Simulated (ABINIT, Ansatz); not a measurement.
# AlBiTe3 (Pm-3m): zone-centre phonons, part 2 of 5

Wanted: the vibrations of AlBiTe3 (Pm-3m) at Γ, by two programs.

ABINIT 10.8.3; DFT LDA, scalar-relativistic, plane waves, HGH norm-conserving pseudopotentials.

So far. Step 2 (Relaxing the cell and atoms): The volume changes by +1.0 % from the cell with which this run began. The relaxed cell has a = 5.225 Å (conventional setting).

The structure was built from a prototype and need not be the compound's stable phase.

## (4) Linear response at Γ

At q = 0 one unit cell holds all displacements. The response is solved for single atoms along the cell's directions, and symmetry skips those that follow from others. The crystal is treated as a metal, which screens a static field, so no field response is asked.

File dfpt_gamma.abi:

```

# common to the responses
getwfk_filepath "gso_WFK"
kptopt 2
nqpt 1
qpt 0.0 0.0 0.0
asr 0
chneut 0

# displacements
rfphon 1
rfatpol 1 5
rfdir 1 1 1
tolvrs 1.0d-10
prtwf 0

# basis, mesh and filling
ecut 20.0
ixc 7
ngkpt 4 4 4
nshiftk 1
shiftk 0.0 0.0 0.0
istwfk *1
occopt 7
tsmear 0.01
nband 20
nstep 100
diemac 1000000.0
prtebands 0
prtgsr 0

# cell and atoms
acell 9.874484099 9.874484099 9.874484099
rprim 
    1.0 0.0 0.0
    0.0 1.0 0.0
    0.0 0.0 1.0
ntypat 3
znucl 83 13 52
natom 5
typat 1 2 3 3 3
xred 
    0.0 0.0 0.0
    0.5 0.5 0.5
    0.5 0.5 0.0
    0.5 0.0 0.5
    0.0 0.5 0.5
pp_dirpath "./pseudo"
pseudos "Bi.hgh, Al.hgh, Te.hgh"
```

Started as:

```
OMP_NUM_THREADS=1 mpirun -n 4 abinit dfpt_gamma.abi > dfpt_gamma.log
```

Numbers of over 12 decimals in the logs are rounded to 6 here.

dfpt_gamma.abo, the main output file:

```text
[banners, grids, parts of the stress and lines that vanish by symmetry left out]
- input  file    -> dfpt_gamma.abi
- output file    -> dfpt_gamma.abo
- root for input  files -> dfpt_gammai
- root for output files -> dfpt_gammao

 Symmetries : space group Pm -3 m (#221); Bravais cP (primitive cubic)
================================================================================
 Values of the parameters that define the memory need of the present run (RF).
     intxc =       0      iscf =       7    lmnmax =       6     lnmax =       6
     mgfft =      40  mpssoang =       3    mqgrid =    3001     natom =       5
  nloc_mem =       1    nspden =       1   nspinor =       1    nsppol =       1
      nsym =      48    n1xccc =       0    ntypat =       3    occopt =       7
   xclevel =       1
-    mband =          20        mffmem =           1         mkmem =           9
-   mkqmem =           9        mk1mem =           9           mpw =        4224
      nfft =       64000          nkpt =          36
- my_mband =          20
================================================================================
================================================================================

--------------------------------------------------------------------------------
------------- Echo of variables that govern the present computation ------------
--------------------------------------------------------------------------------
-
- outvars: echo of selected default values
-   iomode0 =  0 , fftalg0 =312 , wfoptalg0 =  0
-
- outvars: echo of global parameters not present in the input file
-  max_nthreads =    1
-
 -outvars: echo values of preprocessed input variables
 [... echo left out ...]
================================================================================

 chkinp: Checking input parameters for consistency.

[...]
== DATASET  1 ==================================================================
-   mpi_nproc: 4, omp_nthreads: 1 (-1 if OMP is not activated)

--- !DatasetInfo
iteration_state: {dtset: 1, }
dimensions: {natom: 5, nkpt: 36, mband: 20, nsppol: 1, nspinor: 1, nspden: 1, mpw: 4224, }
cutoff_energies: {ecut:  20.0, pawecutdg:  -1.0, }
electrons: {nelect:   2.60000000E+01, charge:   0.00000000E+00, occopt:   7.00000000E+00, tsmear:   1.00000000E-02, }
meta: {optdriver: 1, rfphon: 1, }
...

 mkfilename: getwfk from: gso_WFK

 Exchange-correlation functional for the present dataset will be:
  LDA: Perdew-Wang 92 LSD fit to Ceperley-Alder data - ixc=7
 Citation for XC functional:
  J.P.Perdew and Y.Wang, PRB 45, 13244 (1992)

 Real(R)+Recip(G) space primitive vectors, cartesian coordinates (Bohr,Bohr^-1):
 R(1)=  9.8744841  0.0000000  0.0000000  G(1)=  0.1012711  0.0000000  0.0000000
 R(2)=  0.0000000  9.8744841  0.0000000  G(2)=  0.0000000  0.1012711  0.0000000
 R(3)=  0.0000000  0.0000000  9.8744841  G(3)=  0.0000000  0.0000000  0.1012711
 Unit cell volume ucvol=  9.6281588E+02 bohr^3
 Angles (23,13,12)=  9.00000000E+01  9.00000000E+01  9.00000000E+01 degrees
 setup1 : take into account q-point for computing boxcut.

 getcut: wavevector=  0.0000  0.0000  0.0000  ngfft=  40  40  40
         ecut(hartree)=     20.000   => boxcut(ratio)=   2.01217

--- Pseudopotential description ------------------------------------------------
- pspini: atom type   1  psp file is ./pseudo/Bi.hgh

- pspini: atom type   2  psp file is ./pseudo/Al.hgh

- pspini: atom type   3  psp file is ./pseudo/Te.hgh

   3.85155920E+03                                ecore*ucvol(ha*bohr**3)
--------------------------------------------------------------------------------

 ==>  initialize data related to q vector <==

 The list of irreducible perturbations for this q vector is:
    1)    idir= 1    ipert=   1
    2)    idir= 1    ipert=   2
    3)    idir= 1    ipert=   3
    4)    idir= 3    ipert=   3

[...]
The perturbation idir=   2  ipert=   1 is
 symmetric of a previously calculated perturbation.
 So, its SCF calculation is not needed.

 The perturbation idir=   3  ipert=   1 is
 symmetric of a previously calculated perturbation.
 So, its SCF calculation is not needed.

 The perturbation idir=   2  ipert=   2 is
 symmetric of a previously calculated perturbation.
 So, its SCF calculation is not needed.

 The perturbation idir=   3  ipert=   2 is
 symmetric of a previously calculated perturbation.
 So, its SCF calculation is not needed.

[...]
The perturbation idir=   2  ipert=   5 is
 symmetric of a previously calculated perturbation.
 So, its SCF calculation is not needed.

 The perturbation idir=   3  ipert=   5 is
 symmetric of a previously calculated perturbation.
 So, its SCF calculation is not needed.

--------------------------------------------------------------------------------
 Perturbation wavevector (in red.coord.)   0.000000  0.000000  0.000000
 Perturbation : displacement of atom   1   along direction   1
 Found     8 symmetries that leave the perturbation invariant.

[...]
dfpt_looppert : total number of electrons, from k and k+q
  fully or partially occupied states are    2.600000E+01 and    2.600000E+01.
 Initialisation of the first-order wave-functions :
  ireadwf=   0

--- !BeginCycle
iteration_state: {dtset: 1, }
solver: {iscf: 7, nstep: 100, nline: 4, wfoptalg: 0, }
tolerances: {tolvrs: 1.00E-10, }
...

     iter   2DEtotal(Ha)        deltaE(Ha) residm    vres2
-ETOT  1   84.130038618073     -9.715E+01 5.143E+00 2.290E+05
 ETOT  2 -0.816360     -8.495E+01 7.302E-01 3.876E+03
 ETOT  3  -2.271446     -1.455E+00 1.248E-02 2.022E+02
 ETOT  4  -2.339337     -6.789E-02 2.799E-03 9.588E-01
 ETOT  5  -2.339707     -3.704E-04 9.203E-05 1.772E-03
[...]
At SCF step   11       vres2   =  4.47E-11 < tolvrs=  1.00E-10 =>converged.
[...]
Mean square residual over all n,k,spin=   20.664E-13; max=  40.338E-11

 Thirteen components of 2nd-order total energy (hartree) are
 1,2,3: 0th-order hamiltonian combined with 1st-order wavefunctions
     kin0=   1.50709548E+02 eigvalue=   8.90266490E+00  local=  -3.54071844E+01
 4,5,6: 1st-order hamiltonian combined with 1st and 0th-order wfs
 loc psp =  -2.18403978E+02  Hartree=   4.12000553E+01     xc=  -1.78400815E+01
 note that "loc psp" includes a xc core correction that could be resolved
 7,8,9: eventually, occupation + non-local contributions
    edocc=   1.50244347E+01     enl0=   2.10294866E+01   enl1=  -1.48833869E+02
 1-9 gives the relaxation energy (to be shifted if some occ is /=2.0)
   erelax=  -1.83618924E+02
 10,11,12 Non-relaxation  contributions : frozen-wavefunctions and Ewald
 fr.local=   6.33375401E+01 fr.nonlo=   7.34003135E+01  Ewald=   4.45413621E+01
 13,14 Frozen wf xc core corrections (1) and (2)
 frxc 1  =   0.00000000E+00  frxc 2 =   0.00000000E+00
 Resulting in :
 2DEtotal=   -0.2339707980E+01 Ha. Also 2DEtotal=   -0.636666975548E+02 eV
    (2DErelax=   -1.8361892365E+02 Ha. 2DEnonrelax=    1.8127921567E+02 Ha)
    (  non-var. 2DEtotal :   -2.3397080200E+00 Ha)

[...]
Perturbation wavevector (in red.coord.)   0.000000  0.000000  0.000000
 Perturbation : displacement of atom   2   along direction   1
 Found     8 symmetries that leave the perturbation invariant.

[...]
dfpt_looppert : total number of electrons, from k and k+q
  fully or partially occupied states are    2.600000E+01 and    2.600000E+01.
 Initialisation of the first-order wave-functions :
  ireadwf=   0

--- !BeginCycle
iteration_state: {dtset: 1, }
solver: {iscf: 7, nstep: 100, nline: 4, wfoptalg: 0, }
tolerances: {tolvrs: 1.00E-10, }
...

     iter   2DEtotal(Ha)        deltaE(Ha) residm    vres2
-ETOT  1   64.392230398832     -4.476E+00 4.263E-01 1.360E+05
[...]
At SCF step   11       vres2   =  7.72E-12 < tolvrs=  1.00E-10 =>converged.
[...]
Mean square residual over all n,k,spin=   35.349E-12; max=  66.936E-10

 Thirteen components of 2nd-order total energy (hartree) are
 1,2,3: 0th-order hamiltonian combined with 1st-order wavefunctions
     kin0=   6.89264969E+01 eigvalue=   2.57511001E+00  local=  -6.46102558E+01
 4,5,6: 1st-order hamiltonian combined with 1st and 0th-order wfs
 loc psp =   2.91498468E+01  Hartree=   1.77985795E+01     xc=  -5.43858455E+00
 note that "loc psp" includes a xc core correction that could be resolved
 7,8,9: eventually, occupation + non-local contributions
    edocc=   3.85564974E+00     enl0=   3.97587678E+01   enl1=  -1.54881374E+02
 1-9 gives the relaxation energy (to be shifted if some occ is /=2.0)
   erelax=  -6.28657636E+01
 10,11,12 Non-relaxation  contributions : frozen-wavefunctions and Ewald
 fr.local=  -5.90721663E+01 fr.nonlo=   9.86704735E+01  Ewald=   2.92700379E+01
 13,14 Frozen wf xc core corrections (1) and (2)
 frxc 1  =   0.00000000E+00  frxc 2 =   0.00000000E+00
 Resulting in :
 2DEtotal=    0.6002581506E+01 Ha. Also 2DEtotal=    0.163338563824E+03 eV
    (2DErelax=   -6.2865763631E+01 Ha. 2DEnonrelax=    6.8868345137E+01 Ha)
    (  non-var. 2DEtotal :    6.0025815230E+00 Ha)

[...]
Perturbation wavevector (in red.coord.)   0.000000  0.000000  0.000000
 Perturbation : displacement of atom   3   along direction   1
 Found     4 symmetries that leave the perturbation invariant.

[...]
dfpt_looppert : total number of electrons, from k and k+q
  fully or partially occupied states are    2.600000E+01 and    2.600000E+01.
 Initialisation of the first-order wave-functions :
  ireadwf=   0

--- !BeginCycle
iteration_state: {dtset: 1, }
solver: {iscf: 7, nstep: 100, nline: 4, wfoptalg: 0, }
tolerances: {tolvrs: 1.00E-10, }
...

     iter   2DEtotal(Ha)        deltaE(Ha) residm    vres2
-ETOT  1   206.21779260136     -1.531E+02 5.378E+00 5.092E+05
[...]
At SCF step   11       vres2   =  2.48E-11 < tolvrs=  1.00E-10 =>converged.
[...]
Mean square residual over all n,k,spin=   34.404E-12; max=  63.001E-10

 Thirteen components of 2nd-order total energy (hartree) are
 1,2,3: 0th-order hamiltonian combined with 1st-order wavefunctions
     kin0=   2.99584338E+02 eigvalue=   1.10015539E+01  local=  -7.24752618E+01
 4,5,6: 1st-order hamiltonian combined with 1st and 0th-order wfs
 loc psp =  -4.40904420E+02  Hartree=   8.73158451E+01     xc=  -3.33451801E+01
 note that "loc psp" includes a xc core correction that could be resolved
 7,8,9: eventually, occupation + non-local contributions
    edocc=   1.61674741E+01     enl0=   5.21718335E+01   enl1=  -2.79936786E+02
 1-9 gives the relaxation energy (to be shifted if some occ is /=2.0)
   erelax=  -3.60420603E+02
 10,11,12 Non-relaxation  contributions : frozen-wavefunctions and Ewald
 fr.local=   1.97782050E+02 fr.nonlo=   1.40668143E+02  Ewald=   2.08530655E+01
 13,14 Frozen wf xc core corrections (1) and (2)
 frxc 1  =   0.00000000E+00  frxc 2 =   0.00000000E+00
 Resulting in :
 2DEtotal=   -0.1117344721E+01 Ha. Also 2DEtotal=   -0.304044987733E+02 eV
    (2DErelax=   -3.6042060308E+02 Ha. 2DEnonrelax=    3.5930325836E+02 Ha)
    (  non-var. 2DEtotal :   -1.1173443846E+00 Ha)

[...]
Perturbation wavevector (in red.coord.)   0.000000  0.000000  0.000000
 Perturbation : displacement of atom   3   along direction   3
 Found     8 symmetries that leave the perturbation invariant.

--------------------------------------------------------------------------------

--------------------------------------------------------------------------------

 dfpt_looppert : total number of electrons, from k and k+q
  fully or partially occupied states are    2.600000E+01 and    2.600000E+01.
 Initialisation of the first-order wave-functions :
  ireadwf=   0

--- !BeginCycle
iteration_state: {dtset: 1, }
solver: {iscf: 7, nstep: 100, nline: 4, wfoptalg: 0, }
tolerances: {tolvrs: 1.00E-10, }
...

     iter   2DEtotal(Ha)        deltaE(Ha) residm    vres2
-ETOT  1   285.80577214733     -9.708E+01 1.490E+00 6.388E+05
[...]
ETOT 10   11.579333288628     -2.341E-10 2.748E-07 4.509E-09
 ETOT 11   11.579333288628     -5.116E-13 6.350E-08 3.310E-11

 At SCF step   11       vres2   =  3.31E-11 < tolvrs=  1.00E-10 =>converged.
[...]
Mean square residual over all n,k,spin=   24.426E-11; max=  63.503E-09

 Thirteen components of 2nd-order total energy (hartree) are
 1,2,3: 0th-order hamiltonian combined with 1st-order wavefunctions
     kin0=   2.89291209E+02 eigvalue=   1.31916815E+01  local=  -6.96505728E+01
 4,5,6: 1st-order hamiltonian combined with 1st and 0th-order wfs
 loc psp =  -4.52857723E+02  Hartree=   9.62906869E+01     xc=  -3.40483806E+01
 note that "loc psp" includes a xc core correction that could be resolved
 7,8,9: eventually, occupation + non-local contributions
    edocc=   2.60299715E+01     enl0=   5.02016592E+01   enl1=  -2.89754787E+02
 1-9 gives the relaxation energy (to be shifted if some occ is /=2.0)
   erelax=  -3.71306256E+02
 10,11,12 Non-relaxation  contributions : frozen-wavefunctions and Ewald
 fr.local=   1.26913438E+02 fr.nonlo=   1.44965040E+02  Ewald=   1.11007110E+02
 13,14 Frozen wf xc core corrections (1) and (2)
 frxc 1  =   0.00000000E+00  frxc 2 =   0.00000000E+00
 Resulting in :
 2DEtotal=    0.1157933329E+02 Ha. Also 2DEtotal=    0.315089710588E+03 eV
    (2DErelax=   -3.7130625552E+02 Ha. 2DEnonrelax=    3.8288558881E+02 Ha)
    (  non-var. 2DEtotal :    1.1579333516E+01 Ha)

[...]
---- first-order wavefunction calculations are completed ----

 ==> Compute Derivative Database <==

 [... matrices left out ...]
  Phonon wavevector (reduced coordinates) :  0.00000  0.00000  0.00000
 Phonon energies in Hartree :
  -3.512509E-04 -3.512509E-04 -3.512509E-04 -2.506126E-04 -2.506126E-04
  -2.506126E-04 -4.022795E-06 -4.022794E-06 -4.022792E-06  9.586383E-05
   9.586383E-05  9.586383E-05  1.333302E-03  1.333302E-03  1.333302E-03
 Phonon frequencies in cm-1    :
- -7.709066E+01 -7.709066E+01 -7.709066E+01 -5.500311E+01 -5.500311E+01
- -5.500311E+01 -8.829014E-01 -8.829013E-01 -8.829009E-01  2.103968E+01
-  2.103968E+01  2.103968E+01  2.926259E+02  2.926259E+02  2.926259E+02

== END DATASET(S) ==============================================================
================================================================================

 -outvars: echo values of variables after computation
            acell      9.8744840990E+00  9.8744840990E+00  9.8744840990E+00 Bohr
           etotal      1.1579333289E+01
            fcart      0.0000000000E+00  0.0000000000E+00  0.0000000000E+00
           strten      0.0000000000E+00  0.0000000000E+00  0.0000000000E+00
================================================================================
```

It took 92 s on 4 MPI ranks of Intel Xeon at 2.70GHz, shared host; 6.1 min of CPU time.

This step gave:

```
largest acoustic frequency at the zone centre before the sum rule : -0.88 cm⁻¹
highest optical zone-centre mode (no LO-TO term)                  : 292.6 cm⁻¹
lowest optical zone-centre mode                                   : -77.09 cm⁻¹
```

The acoustic modes at Γ come out as far as 0.9 cm⁻¹ from zero, where they should vanish, a small numerical error. The lowest optical mode is imaginary, 77i cm⁻¹, an instability at this level and on this k mesh.

(Part 2 of 5 ends here.)

[Host names and launcher messages were left out of these logs when they were recorded.]

[Logs are printed without paths, hosts, clocks, repeated set-up lines and the standing remarks that a program may print on its own settings, such as how far it seeks lower states.]

[Hosts, paths, dates, database ids (printed as entryN), source tags and the programs' standing remarks are cut or masked in the printed files.]
